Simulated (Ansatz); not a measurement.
# InSb wire along [110], 24 atoms a period, H-terminated: bands along the axis

What gap, if any, does the InSb wire along [110], 24 atoms a period, H-terminated have, and how many channels would it open?

Main program and level: Ansatz 0.2.0; DFT PBE, plane waves, PAW; relaxation of a wire's period; PAW set soft_1, in the first sound run; inputs show where later runs differ.

Most raw output is cut from this account.

### 1. The starting structure

The cell holds 40 atoms: 16 H, 12 In and 12 Sb. Cell: a = 23.756 Å, b = 21.427 Å, c = 4.688 Å, α = 90.0°, β = 90.0°, γ = 90.0°. Vacuum lies along a and b. The structure's axis is c.

### 2. Relaxing the period

Band widths follow the bond lengths, so the wire is relaxed first. The atoms and the third cell vector are free; the box across stays fixed as vacuum. A Fermi-Dirac smearing is set since the result may be a metal. The pressure printed is a third of the stress's trace over the whole box, vacuum included; only the stress along the axis is relaxed.

File input.yaml:

```yaml
crystal:
  lattice:
    - [23.756, 0.0, 0.0]
    - [0.0, 21.427, 0.0]
    - [0.0, 0.0, 4.6881179593]
  atoms:
    - { symbol: H, position: [0.143121738, 0.513130433, 0.0] }
    - { symbol: In, position: [0.186381692, 0.44530181, 0.0] }
    - { symbol: Sb, position: [0.395697234, 0.554699251, 0.0] }
    - { symbol: H, position: [0.422209126, 0.158678303, 0.0] }
    - { symbol: H, position: [0.438228088, 0.840179579, 0.0] }
    - { symbol: In, position: [0.465469081, 0.664096693, 0.0] }
    - { symbol: In, position: [0.465469081, 0.44530181, 0.0] }
    - { symbol: Sb, position: [0.674784622, 0.554699251, 0.0] }
[... 28 atom lines left out ...]
    - { symbol: In, position: [0.465469081, 0.226506926, 0.0] }
    - { symbol: Sb, position: [0.674784622, 0.335904368, 0.0] }
    - { symbol: Sb, position: [0.674784622, 0.773494134, 0.0] }
    - { symbol: H, position: [0.717315476, 0.269218924, 0.0] }
kpoints:
  mp_grid: { grid: [1, 1, 18] }
scf:
  occupations: { method: fermi_dirac, width: 0.05 }
hamiltonian:
  xc: pbe
  pseudopotentials: { kind: paw, azcp: { folder: soft_1 } }
relax:
  cell: { fix: [a, b, alpha, beta, gamma] }
  max_steps: 45
  f_tol: 0.03
```

The run is started by

```sh
> ansatz run input.yaml --threads 4 --pin off --max-ram 16384MiB --backend cpu --events-out ev --progress --plain --runs-dir out
```

Elapsed: 40 min, on 4 threads of Intel Xeon Platinum 8375C at 2.90GHz (Ice Lake), shared host; peak memory 9.7 GiB.

Step by step:

| step | energy less that of the first step (eV) | largest force component (eV/Å) | pressure (GPa) | volume (Å³) |
| --- | --- | --- | --- | --- |
| 1 | 0.0000 | 1.1084 | -0.20 | 2386.34 |
| 2 | -0.7907 | 0.4134 | -0.03 | 2397.98 |
| 3 | -1.0096 | 0.2481 | 0.03 | 2408.31 |
| 4 | -1.0450 | 0.2245 | -0.05 | 2435.54 |
| 5 | -1.0656 | 0.1010 | -0.02 | 2428.30 |
| 6 | -1.0729 | 0.0376 | -0.01 | 2423.33 |
| 7 | -1.0759 | 0.0525 | -0.01 | 2422.49 |
| 8 | -1.0789 | 0.0266 | -0.01 | 2422.06 |
| 9 | -1.0826 | 0.0822 | -0.01 | 2421.90 |
| 10 | -1.0853 | 0.0270 | -0.01 | 2422.88 |
| 11 | -1.0873 | 0.0654 | -0.01 | 2423.39 |
| 12 | -1.0874 | 0.0627 | 0.00 | 2423.92 |
| 13 | -1.0864 | 0.0575 | 0.00 | 2419.40 |
| 14 | -1.0882 | 0.0094 | 0.00 | 2423.18 |
| 15 | -1.0883 | 0.0099 | 0.00 | 2422.86 |
| 16* | -1.0921 | 0.0100 | 0.00 | 2422.86 |

Relaxation steps marked * repeat the geometry before them on a plane-wave basis chosen anew for their cell, so energy and pressure can jump there. Relaxation step 13 was tried and not accepted.

Forces are held to the 2 operations that the run works with; a distortion that breaks them can't arise in this run.

| cell as run | before | after | change |
| --- | --- | --- | --- |
| c (Å) | 4.688 | 4.760 | +1.5 % |

The atoms that moved most (Å, along periodic axes as changes of fractional coordinates times the final cell, across vacuum about the mean position):

| atom | dx | dy | dz | length |
| --- | --- | --- | --- | --- |
| H1 | 0.789 | 0.566 | 0.000 | 0.971 |
| H34 | -0.262 | 0.564 | 0.000 | 0.622 |
| In19 | 0.067 | -0.421 | 0.000 | 0.427 |
| Sb14 | 0.344 | -0.155 | 0.000 | 0.377 |
| H9 | -0.278 | -0.138 | 0.000 | 0.310 |
| In10 | 0.283 | 0.122 | 0.000 | 0.308 |
| H12 | 0.204 | -0.112 | 0.185 | 0.297 |
| H33 | 0.204 | -0.112 | -0.185 | 0.297 |

This step gave:

```yaml
energy_at_zero_smearing: -145238.1890 eV
cell_length_along_the_wire: 4.760 Å
```

The cell's length comes to 4.760 Å with spin left out.

### 3. The perfect wire

This step: DFT PBE, plane waves, PAW; bands of a perfect wire; PAW set soft_1 (Ansatz 0.2.0).

At the relaxed period the bands are computed along the axis; those that cross an energy going forward count the channels that a perfect wire would open there.

File input.yaml:

```yaml
crystal:
  lattice:
    - [23.756, 0.0, 0.0]
    - [0.0, 21.427, 0.0]
    - [0.0, 0.0, 4.759859367]
  atoms:
    - { symbol: H, position: [0.176336826, 0.539527822, 0.0] }
    - { symbol: In, position: [0.186262343, 0.458519665, 0.0] }
    - { symbol: Sb, position: [0.396764352, 0.54929568, 0.0] }
    - { symbol: H, position: [0.428007336, 0.149652398, 0.0] }
    - { symbol: H, position: [0.434473444, 0.827327673, 0.0] }
    - { symbol: In, position: [0.46790468, 0.656833395, 0.0] }
    - { symbol: In, position: [0.465225303, 0.439261039, 0.0] }
    - { symbol: Sb, position: [0.67433549, 0.565994286, 0.0] }
[... 28 atom lines left out ...]
    - { symbol: In, position: [0.460964042, 0.222292891, 0.0] }
    - { symbol: Sb, position: [0.670064512, 0.343451701, 0.0] }
    - { symbol: Sb, position: [0.669265318, 0.764305521, 0.0] }
    - { symbol: H, position: [0.716953916, 0.282373116, 0.0] }
kpoints:
  mp_grid: { grid: [1, 1, 17] }
  band_path: { path: ["Γ", Z], npoints: 90 }
scf:
  occupations: { method: fermi_dirac, width: 0.05 }
hamiltonian:
  xc: pbe
  pseudopotentials: { kind: paw, azcp: { folder: soft_1 } }
output:
  dos: { e_range: [-5, 4] }
  write_potential: true
  write_density: true
  volumetric_format: npy
```

It took 20 min on 4 threads; peak memory 12 GiB.

Numbers from this step:

```
energy at zero smearing : -145238.1889 eV
band gap                : 0.5938 eV
```

Electronic bands along the path, in eV, zero at the Fermi level; v1 is the highest filled band, c1 the lowest empty one:

| point | v4 | v3 | v2 | v1 | c1 | c2 | c3 | c4 |
| --- | --- | --- | --- | --- | --- | --- | --- | --- |
| Γ | -0.78 | -0.76 | -0.53 | -0.30 | 0.29 | 0.54 | 0.65 | 0.80 |
| halfway | -1.18 | -1.10 | -0.94 | -0.89 | 1.23 | 1.29 | 1.62 | 1.68 |
| Z | -1.45 | -1.43 | -1.36 | -1.22 | 1.07 | 1.12 | 1.44 | 1.44 |

The gap is 0.594 eV, with spin left out.

On this path the gap is direct, 0.59 eV, with the valence top at Γ and the conduction bottom at Γ.

### 4. Another level of theory

This step: DFT r2SCAN, plane waves, PAW; bands of a perfect wire at the PBE geometry; PAW set soft_1 (Ansatz 0.2.0).

The atoms stay at the PBE geometry and the functional changes. r2SCAN also reads the kinetic-energy density; it often gives larger moments and wider gaps than PBE, at a higher cost.

input.yaml: that of step 3 with these lines changed.

```diff
@@ -47,3 +47,3 @@
 kpoints:
-  mp_grid: { grid: [1, 1, 17] }
+  mp_grid: { grid: [1, 1, 13] }
   band_path: { path: ["Γ", Z], npoints: 90 }
@@ -52,8 +52,3 @@
 hamiltonian:
-  xc: pbe
+  xc: r2scan
   pseudopotentials: { kind: paw, azcp: { folder: soft_1 } }
-output:
-  dos: { e_range: [-5, 4] }
-  write_potential: true
-  write_density: true
-  volumetric_format: npy
```

Elapsed: 25 min, on 4 threads; peak memory 12 GiB.

The run was cut off at the time limit after its SCF cycle had converged; no result of it is taken.

### 5. Levels at the same atoms

This step: DFT HSE06, plane waves, PAW; levels of a perfect wire at the PBE geometry; PAW set soft_1 (Ansatz 0.2.0).

The atoms stay at the PBE geometry and the functional changes. HSE06 mixes in a quarter of short-range exact exchange, which removes part of the self-interaction that closes gaps; it is dear, so the mesh is thinner and no path is run.

input.yaml: that of step 4 with these lines changed.

```diff
@@ -47,4 +47,3 @@
 kpoints:
-  mp_grid: { grid: [1, 1, 13] }
-  band_path: { path: ["Γ", Z], npoints: 90 }
+  mp_grid: { grid: [1, 1, 7] }
 scf:
@@ -52,3 +51,3 @@
 hamiltonian:
-  xc: r2scan
+  xc: hse06
   pseudopotentials: { kind: paw, azcp: { folder: soft_1 } }
```

Run time: 85 min. Hardware: 4 threads; peak memory 11 GiB.

The run was cut off at the time limit after its SCF loop had closed; no result of it is taken.

### 6. What came out

| Property | Result |
| --- | --- |
| cell length, PBE | 4.760 Å |
| gap, PBE | 0.594 eV |

In words: Under PBE the cell's length is 4.76 Å, and a gap of 0.59 eV makes it a semiconductor. Plain hydrogen on a compound's surface is a simple closure: it may leave surface states, and facets that end in unlike atoms put a field across the wire, both of which shrink the gap. Spin-orbit coupling is left out, which matters for the bands of heavy atoms.

[Logs are printed without paths, hosts, clocks, repeated set-up lines and the standing remarks that a program may print on its own settings, such as how far it seeks lower states.]

[Hosts, paths, dates, database ids (printed as entryN), source tags and the programs' standing remarks are cut or masked in the printed files.]
